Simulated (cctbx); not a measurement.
# Lattice, Laue class and space group of a new crystal

Cell: a = 4.1070 Å, b = 16.1030 Å, c = 3.9580 Å, α = 90.00°, β = 90.00°, γ = 90.00°. Expected content of the cell: Tm4 Ru4 Ge4 Si4.

Simulated single-crystal data (cctbx): Mo Kα, λ = 0.71073 Å, to d = 0.65 Å, 80 % of the full sphere, strongest reflection 70000 counts, noise from counting, a 4 % proportional error and a noise floor of 15 counts (s.d.); no absorption.

Tests on the unmerged data give:

```text
3211 reflections to d = 0.651 A
centring   violations  <I/sigma> of those
    A        716 of  1623      7.2
    B        716 of  1586      7.3
    C          0 of  1621      0.0
    I        720 of  1609      8.1
    R        897 of  2140      7.2
    F        716 of  2415      4.8
Laue class    unique    Rint  (classes that these axes allow; Friedel mates merged)
C 1 2/m 1         513   0.029
C 2/m 1 1         546   0.029
C m m m           317   0.031
space group    extra absences  I>4sigma  <I/sigma>
C 2 2 21                2          0       0.0  acentric
C 2 2 2                 0          0         -  acentric
C m m 2                 0          0         -  acentric
C m c 21               21          0      -0.1  acentric
C 2 m m                 0          0         -  acentric
C m 2 m                 0          0         -  acentric
C 2 c m                21          0      -0.1  acentric
C m c m                21          0      -0.1  centric
C m m m                 0          0         -  centric
Wilson B = 1.60 A^2   <|E^2-1|> = 0.903 (0.968 centric, 0.736 acentric)   E^2>4: 1.3 %
shell (A)         n   <I/sigma>
 8.05 - 1.30     45     29.0
 1.30 - 1.03     38     36.5
 1.03 - 0.90     44     31.7
 0.90 - 0.82     35     30.7
 0.82 - 0.76     38     31.2
 0.76 - 0.72     40     24.9
 0.72 - 0.68     35     29.4
 0.68 - 0.65     42     21.6
```

**Question.** What are the lattice type, the Laue class and the likely space group?

The reflections that C centring forbids are absent (⟨I/σ⟩ near 0), so the lattice is C.

Rint stays low (0.029 to 0.031) up to C m m m, the highest class in these axes.

9 settings pass the absence test. The most absences obeyed, 21, belong to C m c 21, C 2 c m and C m c m, which absences can't tell apart.

⟨|E²−1|⟩ = 0.903 leans to a centrosymmetric structure. The Wilson B of 1.60 Å² means U ≈ 0.0203 Å².

The true group is Cmcm (no. 63), Laue class mmm, centrosymmetric. The tables only narrow the choice to the tied entries; cell content, site symmetry and trial solutions must settle it.

The model was made for the exercise: a known structure type with other elements put in, its volume estimated, not relaxed; displacement parameters are assumed.

[Logs are printed without paths, hosts, clocks, repeated set-up lines and the standing remarks that a program may print on its own settings, such as how far it seeks lower states.]
